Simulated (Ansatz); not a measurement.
# An extra electron or hole in H-capped Ge nanowire along [112] (352 atoms)

Does an extra electron or hole in H-capped Ge nanowire along [112] (352 atoms) stay spread out, or do the atoms trap it?

Program: Ansatz 0.2.0. Level of theory: Kohn-Sham DFT, PBE, PAW (set soft_2), plane waves. Results are calculated unless marked as measured.

**1. Set-up**

The cell holds 352 atoms: 240 Ge and 112 H. Cell: a = 36.503 Å, b = 38.743 Å, c = 13.859 Å, α = 90.0°, β = 90.0°, γ = 90.0°. It derives from Ge (diamond-structure). Diamond section of size parameter 14.03 Å cut from diamond-structure Ge (a = 5.658 Å) along [112], 2 periods, broken bonds capped with H, 12 Å of vacuum. Regions: wire, 240 atoms (240 Ge); hydrogen, 112 atoms (112 H). Vacuum lies along a and b. The structure repeats along c.

Limits known from the start: Only the Γ point is sampled, in a cell whose periodic width is 14 Å.

**2. Single point at the start**

The forces at the start show how far the geometry lies from a minimum of this functional.

The input, input.yaml:

```yaml
crystal:
  lattice:
    - [36.50294, 0.0, 0.0]
    - [0.0, 38.7432, 0.0]
    - [0.0, 0.0, 13.85921]
  atoms:
    - { symbol: Ge, position: [0.19878, 0.44616, 0.25281] }
    - { symbol: Ge, position: [0.19802, 0.46867, 0.41699] }
    - { symbol: Ge, position: [0.19807, 0.53133, 0.41744] }
    - { symbol: Ge, position: [0.19892, 0.552, 0.08326] }
    - { symbol: Ge, position: [0.19872, 0.44703, 0.75082] }
    - { symbol: Ge, position: [0.19919, 0.46821, 0.91624] }
    - { symbol: Ge, position: [0.19905, 0.5311, 0.91756] }
    - { symbol: Ge, position: [0.19932, 0.55311, 0.58353] }
    - { symbol: Ge, position: [0.30742, 0.36384, 0.0832] }
    - { symbol: Ge, position: [0.30797, 0.38451, 0.25121] }
    - { symbol: Ge, position: [0.25343, 0.38426, 0.00141] }
    - { symbol: Ge, position: [0.30911, 0.36318, 0.58384] }
    - { symbol: Ge, position: [0.30779, 0.38353, 0.74947] }
    - { symbol: Ge, position: [0.25326, 0.3845, 0.49892] }
    - { symbol: Ge, position: [0.30877, 0.61607, 0.08149] }
    - { symbol: Ge, position: [0.30824, 0.63744, 0.25042] }
    - { symbol: Ge, position: [0.25197, 0.44772, 0.99909] }
    - { symbol: Ge, position: [0.25417, 0.46792, 0.16884] }
    - { symbol: Ge, position: [0.25412, 0.5318, 0.16585] }
    - { symbol: Ge, position: [0.25475, 0.55205, 0.33256] }
    - { symbol: Ge, position: [0.25303, 0.61574, 0.33213] }
    - { symbol: Ge, position: [0.25325, 0.63714, 0.00086] }
    - { symbol: Ge, position: [0.30749, 0.44701, 0.25134] }
    - { symbol: Ge, position: [0.30683, 0.46846, 0.41639] }
    - { symbol: Ge, position: [0.30802, 0.5319, 0.41761] }
    - { symbol: Ge, position: [0.30746, 0.5526, 0.08582] }
    - { symbol: Ge, position: [0.30778, 0.616, 0.5864] }
    - { symbol: Ge, position: [0.30841, 0.63576, 0.7486] }
    - { symbol: Ge, position: [0.25385, 0.44748, 0.49904] }
    - { symbol: Ge, position: [0.25342, 0.46903, 0.66641] }
    - { symbol: Ge, position: [0.25358, 0.53146, 0.66832] }
    - { symbol: Ge, position: [0.25342, 0.55346, 0.83519] }
    [... 314 atom lines left out ...]
    - { symbol: H, position: [0.83532, 0.4614, 0.44718] }
    - { symbol: H, position: [0.80071, 0.40748, 0.50034] }
    - { symbol: H, position: [0.83584, 0.45543, 0.71732] }
    - { symbol: H, position: [0.83578, 0.54498, 0.61528] }
    - { symbol: H, position: [0.80163, 0.59197, 0.83502] }
    - { symbol: H, position: [0.83482, 0.54002, 0.88571] }
kpoints:
  mp_grid: { grid: [1, 1, 1] }
hamiltonian:
  xc: pbe
scf:
  occupations: { method: fixed }
output:
  forces: true
```

Command:

```bash
$ ansatz run input.yaml --threads 32 --pin off --max-ram 143360MiB --backend cuda --events-out ev --progress --plain --runs-dir out
```

Numbers of over 12 decimals in the logs are rounded to 6 here.

Output:

```text
[...]
Pseudopotentials: kind: paw
Pseudopotential: Ge, paw, valence charge 14, recommended cutoff 420 eV (normal), Ge.paw.azcp
Pseudopotential: H, paw, valence charge 1, recommended cutoff 420 eV (normal), H.paw.azcp
[... 5 lines on functional and potentials left out ...]
device memory: the entry about to start is reckoned to put 79.4 GiB on a device that reports 182.5 GiB free
GPU FFT provider: cuFFT
GPU libraries: cuBLAS 13.8.1, cuFFT 12.4.0, cuSOLVER 12.3.2
GPU matrix products: emulated (plane waves: as basis.precision tells), large ones in fixed point in workspaces of 1.00 GiB
Crystal: 352 atoms, lattice volume = 19600.259 Å³
Basis set: ecut = 420 eV, 383063 PW (Γ), exchange–correlation on 500×540×192 points (8 copies of the dense FFT grid, shifted against one another)
Bands: 2088, of which v1, the nominal top of the filled ones, is band 1736 counted from 1 (1735 counted from 0)
Symmetry: 1 space group operations
Space group: P1 (ITA 1), of the structure as read, at distance tolerance 2.7e-4 Å
k-points: 1
[... 5 lines on functional and potentials left out ...]
Initial density: superposition of atomic densities (neutral atoms: chi_scale 0, normalization atom), corrected by the library's trained network
Initial wavefunctions: pseudopotential atomic-orbital guess
GPU buffer pool allocated for 6480000 grid points (all kernels)
GPU transforms: local potential and band sums: pruned to the plane-wave sphere, on 243×270×96
GPU projectors: on the FFT box's points about the atoms, with room for 3302960 of them (16 bands a pass); a geometry past the room, sums that fail their trial, or a want of GPU memory keeps the tables, and a block in half precision can take them where they are the faster
[...]
SCF iter   1: F=—  HF=-1032538.312840 eV  |F-HF|=—  |Δ(HF+E_count)|=         —  Δρ=1.12e-3  dr2=1.40e0  ethr=1.77e-3  ⟨swp⟩=5.0  Hψ=6100  notcnv=0  defer=347
preconditioner: auto → Resta (q_TF=auto, 2.045 Å⁻¹)  ε∞=1.5  [insulator: Δε(μ)=0.884 eV  Ē_g=21.918 eV  n_scr=2830 (ndim 8)  ℏωp=15.6 eV  f_vac=0.666  ε∞_Penn≈1.5  vacuum switching on, ρ_ref=3.5e-2 e/Å³]
[...]
SCF iter  13: F=—  HF=-1032538.242188 eV  |F-HF|=—  |Δ(HF+E_count)|=   5.37e-7  Δρ=5.29e-7  dr2=4.02e-7  ethr=1.53e-11  ⟨swp⟩=2.0  Hψ=2105  notcnv=0  defer=344
SCF iter  14: F=-1032538.242189 eV  HF=-1032538.242188 eV  |F-HF|=1.50e-7  |Δ(HF+E_count)|=   2.98e-8  Δρ=3.04e-7  dr2=4.31e-8  ethr=2.88e-12  ⟨swp⟩=2.0  Hψ=4596  notcnv=0
SCF 1 converged in 14 iterations: F = -1032538.242189 eV  dr2 = 4.31e-8
[...]
SCF converged after 14 iterations
Free energy (F): -1032538.242189 eV
Harris-Foulkes:  -1032538.242188 eV  (|F-HF|=1.50e-7)
Internal energy: -1032538.242189 eV  (E = F + TS)
E sigma→0 (E₀):  -1032538.242189 eV
Fermi energy:    -0.746043 eV
--- Per-component energies (eV) ---
[...]
Σ components = -1032538.242189   (vs F -1032538.242189, Δ=0.00e0)
--- Forces (eV/Å), atoms counted from 1 ---
[... 352 lines of forces left out ...]
  max |Σ_I F_I| component: 3.79e-5 eV/Å
```

Run time: 12 s. Hardware: 1 × NVIDIA GB200 with 32 threads of Arm Neoverse V2, shared host; peak memory 3.5 GiB; 28 s of CPU time.

The column dr2 measures how far the density is from self-consistency, as an energy; F and HF (Harris–Foulkes) agree once it is small.

That memory is the host's; the program planned 79.4 GiB on the GPU.

The r.m.s. force at the start is 0.39 eV/Å.

**3. Relaxation**

With the cell held, the atoms are moved downhill towards a nearby minimum.

The input, input.yaml:

```yaml
crystal:
  lattice:
    - [36.50294, 0.0, 0.0]
    - [0.0, 38.7432, 0.0]
    - [0.0, 0.0, 13.85921]
  atoms:
    [... the 352 atom lines of step 2 ...]
kpoints:
  mp_grid: { grid: [1, 1, 1] }
hamiltonian:
  xc: pbe
scf:
  occupations: { method: fixed }
output:
  forces: true
relax:
  f_tol: 0.05
  max_steps: 120
```

Output:

```text
[...]
Crystal: 352 atoms, lattice volume = 19600.259 Å³
Basis set: ecut = 420 eV, 383063 PW (Γ), exchange–correlation on 500×540×192 points (8 copies of the dense FFT grid, shifted against one another)
Bands: 2088, of which v1, the nominal top of the filled ones, is band 1736 counted from 1 (1735 counted from 0)
Symmetry: 1 space group operations
[...]
k-points: 1
[...]
SCF iter   1: F=—  HF=-1032538.312840 eV  |F-HF|=—  |Δ(HF+E_count)|=         —  Δρ=1.12e-3  dr2=1.40e0  ethr=1.77e-3  ⟨swp⟩=5.0  Hψ=6100  notcnv=0  defer=347
[...]
SCF iter   2: F=—  HF=-1032538.905904 eV  |F-HF|=—  |Δ(HF+E_count)|=   5.93e-1  Δρ=1.06e-3  dr2=7.54e0  ethr=4.03e-5  ⟨swp⟩=3.0  Hψ=2654  notcnv=0  defer=349
[...]
SCF iter   9: F=-1032538.242171 eV  HF=-1032538.242158 eV  |F-HF|=1.35e-5  |Δ(HF+E_count)|=   1.92e-5  Δρ=9.64e-6  dr2=2.67e-5  ethr=1.80e-9  ⟨swp⟩=2.0  Hψ=4368  notcnv=0
SCF 1 converged in 9 iterations: F = -1032538.242171 eV  dr2 = 2.67e-5
[...]
relax step   1: F+E_penalty+E_count = -1032538.24217125 eV  Δ(F+E_penalty+E_count) = +0.000e0 eV  max|allowed force component| = 1.663e0 eV/Å  Δτ_max = 0.0000 Å  (9 SCF iters, dr2 threshold 6.25e-5 eV, accepted)
[...]
relax step   2: F+E_penalty+E_count = -1032543.71973155 eV  Δ(F+E_penalty+E_count) = -5.478e0 eV  max|allowed force component| = 4.120e-1 eV/Å  Δτ_max = 0.1945 Å  (10 SCF iters, dr2 threshold 1.00e-4 eV, accepted)
[...]
relax step   3: F+E_penalty+E_count = -1032545.52093400 eV  Δ(F+E_penalty+E_count) = -1.801e0 eV  max|allowed force component| = 1.237e-1 eV/Å  Δτ_max = 0.1949 Å  (12 SCF iters, dr2 threshold 1.06e-5 eV, accepted)
[...]
relax step   4: F+E_penalty+E_count = -1032546.17724003 eV  Δ(F+E_penalty+E_count) = -6.563e-1 eV  max|allowed force component| = 1.487e-1 eV/Å  Δτ_max = 0.2000 Å  (13 SCF iters, accepted)
[...]
relax step   5: F+E_penalty+E_count = -1032546.48256590 eV  Δ(F+E_penalty+E_count) = -3.053e-1 eV  max|allowed force component| = 5.018e-2 eV/Å  Δτ_max = 0.2000 Å  (14 SCF iters, accepted)
[...]
relax step   6: F+E_penalty+E_count = -1032546.53429475 eV  Δ(F+E_penalty+E_count) = -5.173e-2 eV  max|allowed force component| = 2.447e-2 eV/Å  Δτ_max = 0.1089 Å  (12 SCF iters, accepted)
SCF converged after 12 iterations
Free energy (F): -1032546.534295 eV
[...]
Internal energy: -1032546.534295 eV  (E = F + TS)
E sigma→0 (E₀):  -1032546.534295 eV
Fermi energy:    -0.782622 eV
[...]
--- Forces (eV/Å), atoms counted from 1 ---
[... 352 lines of forces left out ...]
  max |Σ_I F_I| component: 1.07e-4 eV/Å
--- Relaxed structure (6 steps of the walk, 6 accepted, 0 SCFs on fresh bases) ---
  F+E_penalty+E_count = -1032546.53429475 eV   max|allowed force component| = 2.447e-2 eV/Å
  atoms:
[... 352 atom lines left out ...]
```

The job ended after 53 s (1 × NVIDIA GB200 with 32 threads; peak memory 3.7 GiB; 2.1 min of CPU time).

The relaxation converged after 6 steps, 8.29 eV below its start, with a largest force component of 0.024 eV/Å.

**4. Single point at the relaxed geometry**

One more single point at the end of the walk gives the fuller output and checks the residual forces.

The input, input.yaml:

```yaml
crystal:
  lattice:
    - [36.50294, 0.0, 0.0]
    - [0.0, 38.7432, 0.0]
    - [0.0, 0.0, 13.85921]
  atoms:
    - { symbol: Ge, position: [0.19334, 0.44665, 0.24934] }
    - { symbol: Ge, position: [0.19258, 0.46857, 0.4144] }
    - { symbol: Ge, position: [0.19237, 0.53175, 0.4183] }
    - { symbol: Ge, position: [0.19033, 0.54966, 0.08735] }
    - { symbol: Ge, position: [0.19332, 0.44668, 0.74928] }
    - { symbol: Ge, position: [0.19258, 0.46855, 0.91439] }
    [... 340 atom lines left out ...]
    - { symbol: H, position: [0.8412, 0.45855, 0.44342] }
    - { symbol: H, position: [0.80681, 0.40668, 0.50039] }
    - { symbol: H, position: [0.8414, 0.45447, 0.72008] }
    - { symbol: H, position: [0.84161, 0.54585, 0.61276] }
    - { symbol: H, position: [0.81695, 0.58876, 0.84722] }
    - { symbol: H, position: [0.84151, 0.53047, 0.88883] }
kpoints:
  mp_grid: { grid: [1, 1, 1] }
hamiltonian:
  xc: pbe
scf:
  occupations: { method: fixed }
output:
  forces: true
  populations: true
  dos:
    method: { smearing: { sigma: 0.1 } }
    de: 0.1
    projected: { site_lists: { Ge: [Ge], H: [H] } }
  eigenvalues: true
  write_density: true
  write_potential: true
  volumetric_format: npy
  elf: true
```

Output:

```text
[...]
GPU FFT provider: cuFFT
GPU libraries: cuBLAS 13.8.1, cuFFT 12.4.0, cuSOLVER 12.3.2
[...]
Crystal: 352 atoms, lattice volume = 19600.259 Å³
Basis set: ecut = 420 eV, 383063 PW (Γ), exchange–correlation on 500×540×192 points (8 copies of the dense FFT grid, shifted against one another)
Bands: 2088, of which v1, the nominal top of the filled ones, is band 1736 counted from 1 (1735 counted from 0)
Symmetry: 1 space group operations
[...]
k-points: 1
[...]
GPU buffer pool allocated for 6480000 grid points (all kernels)
[...]
SCF iter   1: F=—  HF=-1032546.531704 eV  |F-HF|=—  |Δ(HF+E_count)|=         —  Δρ=1.06e-3  dr2=5.93e-1  ethr=1.77e-3  ⟨swp⟩=5.0  Hψ=6369  notcnv=0  defer=347
[...]
SCF iter  15: F=-1032546.534248 eV  HF=-1032546.534248 eV  |F-HF|=6.65e-8  |Δ(HF+E_count)|=   2.93e-8  Δρ=1.44e-7  dr2=6.34e-9  ethr=2.88e-12  ⟨swp⟩=6.0  Hψ=9740  notcnv=0
SCF 1 converged in 15 iterations: F = -1032546.534248 eV  dr2 = 6.34e-9
[...]
WARN: The output density's exchange-correlation potential varies sharply where the density is thin. Do not read a vacuum level from v_tot or v_xc, or from such a field of the output density. On a cell that repeats whose density bears no net charge and no dipole along the vacuum's axis use v_es (v_loc + v_h of the components); [...]
SCF converged after 15 iterations
Free energy (F): -1032546.534248 eV
[...]
Internal energy: -1032546.534248 eV  (E = F + TS)
E sigma→0 (E₀):  -1032546.534248 eV
Fermi energy:    -0.782513 eV
[...]
--- Forces (eV/Å), atoms counted from 1 ---
[... 352 lines of forces left out ...]
  max |Σ_I F_I| component: 2.37e-5 eV/Å
--- Band table (eV) ---
[... left out ...]
--- Löwdin populations: 352 sites ---
  site symbol       q [e]
[... 352 lines, one an atom, left out ...]
  spilling = 0.002394 (of n_electrons = 3472.000000)
```

It took 25 s on 1 × NVIDIA GB200 with 32 threads; peak memory 8.5 GiB; 82 s of CPU time.

That memory is the host's; the program planned 80 GiB on the GPU.

The program notes that the exchange-correlation potential is rough where the density is thin.

The run gave:

| Property | Result |
| --- | --- |
| free energy | -1032546.5342 eV |
| free energy per atom | -2933.3708 eV/atom |
| SCF cycles | 15 |
| r.m.s. force component | 0.00604 eV/Å |
| longest force | 0.02724 eV/Å |
| Fermi energy | -0.7825 eV |
| gap (highest filled to lowest empty level) | 0.8292 eV |
| spilling of the projection | 0.002394 |

Löwdin charges by element (they lack the spilled electrons, 0.024 e an atom on average):

```tsv
element	coordination	atoms	mean charge (e)	spread	least	most
Ge	all	240	0.0498	0.053	0.004	0.172
H	all	112	-0.0326	0.0035	-0.038	-0.025
```

Charge against the make-up of the first shell:

```tsv
Ge neighbours of Ge	atoms	mean charge (e)
2	32	0.168
3	48	0.082
4	160	0.017
```

By region:

```tsv
region	atoms	mean length of the force (eV/Å)
wire	240	0.01
hydrogen	112	0.006
```

Density of states as counts of states in windows of 1 eV (from the Fermi level), total and some projections:

```tsv
from (eV)	to (eV)	total	Ge p	Ge s	H s
-14	-13	0.0	0.0	0.0	0.0
-13	-12	2.5	0.1	2.3	0.0
-12	-11	44.4	7.6	34.9	1.7
-11	-10	91.9	18.8	66.6	5.8
-10	-9	92.8	22.1	63.7	6.5
-9	-8	46.6	12.1	27.9	6.1
-8	-7	97.1	34.7	52.4	9.3
-7	-6	51.0	21.1	25.3	4.2
-6	-5	30.2	12.9	14.2	2.8
-5	-4	90.6	51.3	10.2	27.4
-4	-3	152.0	113.9	6.7	29.8
-3	-2	193.0	171.7	6.2	13.8
-2	-1	142.9	132.4	3.4	6.2
-1	0	35.5	33.0	0.9	1.4
0	1	9.9	4.7	4.5	0.5
1	2	94.1	53.4	31.1	3.5
2	3	168.6	101.0	43.7	9.5
3	4	185.2	116.6	23.3	17.0
```

With fixed occupations the program's Fermi level is the highest filled level.

Between -25 and -14 eV lie 2399 more states.

Not all projections were asked for or kept, so they needn't add up to the total.

The levels nearest the highest filled one (over half full), pooled over k-points and spins:

```tsv
level less the highest filled one (eV)	occupation
-0.524	2
-0.453	2
-0.409	2
-0.408	2
-0.282	2
0	2
0.829	0
0.896	0
0.897	0
0.921	0
0.928	0
1.07	0
```

Between filled and empty levels lie 0.829 eV at Γ alone; the mesh holds the band edges only if they fold onto it, so the gap at this level can be narrower or closed, and states at the surface or the caps may set it. Mean Löwdin charges: Ge +0.05, H -0.03 e. Charges this small depend on the projection, at times even in sign. The charge on Ge changes by -0.073 e for each Ge neighbour that takes the place of another kind, on average. The largest share in the top eV of filled states is Ge p (94 % of the projected weight), and in the lowest eV of empty states Ge p (58 % of the projected weight).

**5. An extra electron, atoms held**

The electron count changes by one with the atoms held: a vertical process, on a uniform background, with spin and a narrow Fermi–Dirac smearing. Its energy against the neutral cell hangs on the program's zero of potential.

The input, input.yaml:

```yaml
crystal:
  lattice:
    - [36.50294, 0.0, 0.0]
    - [0.0, 38.7432, 0.0]
    - [0.0, 0.0, 13.85921]
  atoms:
    [... the 352 atom lines of step 4 ...]
total_charge: -1
kpoints:
  mp_grid: { grid: [1, 1, 1] }
hamiltonian:
  xc: pbe
scf:
  occupations: { method: fermi_dirac, width: 0.01 }
  lower_state_search: "off"
output:
  forces: true
  populations: true
  dos:
    method: { smearing: { sigma: 0.1 } }
    de: 0.1
    projected: { site_lists: { Ge: [Ge], H: [H] } }
  eigenvalues: true
  write_density: true
  write_potential: true
  volumetric_format: npy
magnetization:
  spin_polarized: true
  initial_magnetization: 1
```

Output:

```text
[...]
Crystal: 352 atoms, lattice volume = 19600.259 Å³
Basis set: ecut = 420 eV, 383063 PW (Γ), exchange–correlation on 500×540×192 points (8 copies of the dense FFT grid, shifted against one another)
Bands: 2089, of which v1, the nominal top of the filled ones, is band 1737 counted from 1 (1736 counted from 0)
Symmetry: 1 space group operations
[...]
k-points: 1
[...]
Starting moments: Σ|m| = 1 μB on 352 of 352 sites
[...]
SCF iter   1: F=—  HF=-1032577.853300 eV  |F-HF|=—  |Δ(HF+E_count)|=         —  Δρ=1.38e-2 (↑1.38e-2 ↓1.38e-2)  dr2=1.41e2  dr2_m=5.97e-3  M=1.000 μB ∫|m|=1.102 μB  β_m=1.00  ethr=3.10e-3  ⟨swp⟩=6.0  Hψ=15378  notcnv=0  defer=251
[...]
spin=Collinear: Resta preconditioning applied to the charge; magnetization (m = ρ↑ − ρ↓) channel mixes plain (no charge-response kernel on spin).
SCF iter   2: F=—  HF=-1032560.840172 eV  |F-HF|=—  |Δ(HF+E_count)|=         —  Δρ=9.07e-3 (↑9.07e-3 ↓9.06e-3)  dr2=7.94e1  dr2_m=1.15e-3  M=0.127 μB ∫|m|=0.254 μB  β_m=0.30  ethr=3.10e-3  ⟨swp⟩=2.0  Hψ=4821  notcnv=0  defer=650
[...]
spin=Collinear: LDOS preconditioning applied to the charge; magnetization (m = ρ↑ − ρ↓) channel mixes plain (no charge-response kernel on spin).
SCF iter   3: F=—  HF=-1032551.478641 eV  |F-HF|=—  |Δ(HF+E_count)|=    9.36e0  Δρ=6.02e-3 (↑6.02e-3 ↓6.02e-3)  dr2=2.99e1  dr2_m=6.04e-4  M=0.116 μB ∫|m|=0.220 μB  β_m=0.30  ethr=2.29e-3  ⟨swp⟩=1.5  Hψ=4818  notcnv=0  defer=672
[...]
SCF iter   8: F=—  HF=-1032546.331096 eV  |F-HF|=—  |Δ(HF+E_count)|=   6.93e-3  Δρ=1.01e-4 (↑9.27e-5 ↓1.01e-4)  dr2=2.04e-2  dr2_m=3.56e-5  M=0.066 μB ∫|m|=0.099 μB  β_m=0.30  ethr=2.87e-6  ⟨swp⟩=4.0  Hψ=4163  notcnv=0  defer=662
[...]
spin-set hold released at iteration 8 (site moments contracting): the magnetisation degrees of freedom join the quasi-Newton model from the next iteration; the mixer history was flushed
SCF iter   9: F=—  HF=-1032546.328296 eV  |F-HF|=—  |Δ(HF+E_count)|=   2.80e-3  Δρ=7.40e-5 (↑6.70e-5 ↓7.40e-5)  dr2=1.44e-2  dr2_m=2.12e-5  M=0.058 μB ∫|m|=0.086 μB  β_m=0.61  ethr=5.86e-7  ⟨swp⟩=2.0  Hψ=3523  notcnv=0  defer=662
SCF iter  10: F=—  HF=-1032546.332844 eV  |F-HF|=—  |Δ(HF+E_count)|=   4.55e-3  Δρ=1.88e-5 (↑1.79e-5 ↓1.88e-5)  dr2=2.82e-3  dr2_m=1.38e-6  M=0.033 μB ∫|m|=0.046 μB  β_m=0.63  ethr=4.14e-7  ⟨swp⟩=2.0  Hψ=3894  notcnv=0  defer=662
[...]
SCF 1 converged in 18 iterations: F = -1032546.336979 eV  dr2 = 1.59e-9
[...]
SCF converged after 18 iterations
[...]
Free energy (F): -1032546.336979 eV
[...]
Internal energy: -1032546.319449 eV  (E = F + TS)
E sigma→0 (E₀):  -1032546.328214 eV
Entropy (-TS):   -0.017530 eV (-0.050 meV/atom)
Fermi energy:    0.372486 eV
[...]
Σ components = -1032546.336979   (vs F -1032546.336979, Δ=0.00e0)
--- Forces (eV/Å), atoms counted from 1 ---
[... 352 lines of forces left out ...]
  max |Σ_I F_I| component: 1.46e-5 eV/Å
--- Band table (eV) ---
[... left out ...]
--- Löwdin populations: 352 sites ---
  site symbol       q [e]    m [muB]
[... 352 lines, one an atom, left out ...]
  spilling = 0.002373 (of n_electrons = 3473.000000)
```

Wall time 48 s (1 × NVIDIA GB200 with 32 threads); peak memory 8.8 GiB.

The program notes that starting moments were not kept.

An extra electron, atoms held: the energy stands 0.197 eV above that of the reference. An odd electron should give 1 μB; this run ended with the carrier shared between both spins.

The levels nearest the highest filled one (over half full), pooled over k-points and spins:

```tsv
level less the highest filled one (eV)	occupation
-0.309	1
-0.309	1
0	1
0	1
0.831	0.466
0.831	0.464
0.870	0.016
0.870	0.016
```

(Part 1 of 2 ends here.)

[Logs are printed without paths, hosts, clocks, repeated set-up lines and the standing remarks that a program may print on its own settings, such as how far it seeks lower states.]

[Hosts, paths, dates, database ids (printed as entryN), source tags and the programs' standing remarks are cut or masked in the printed files.]
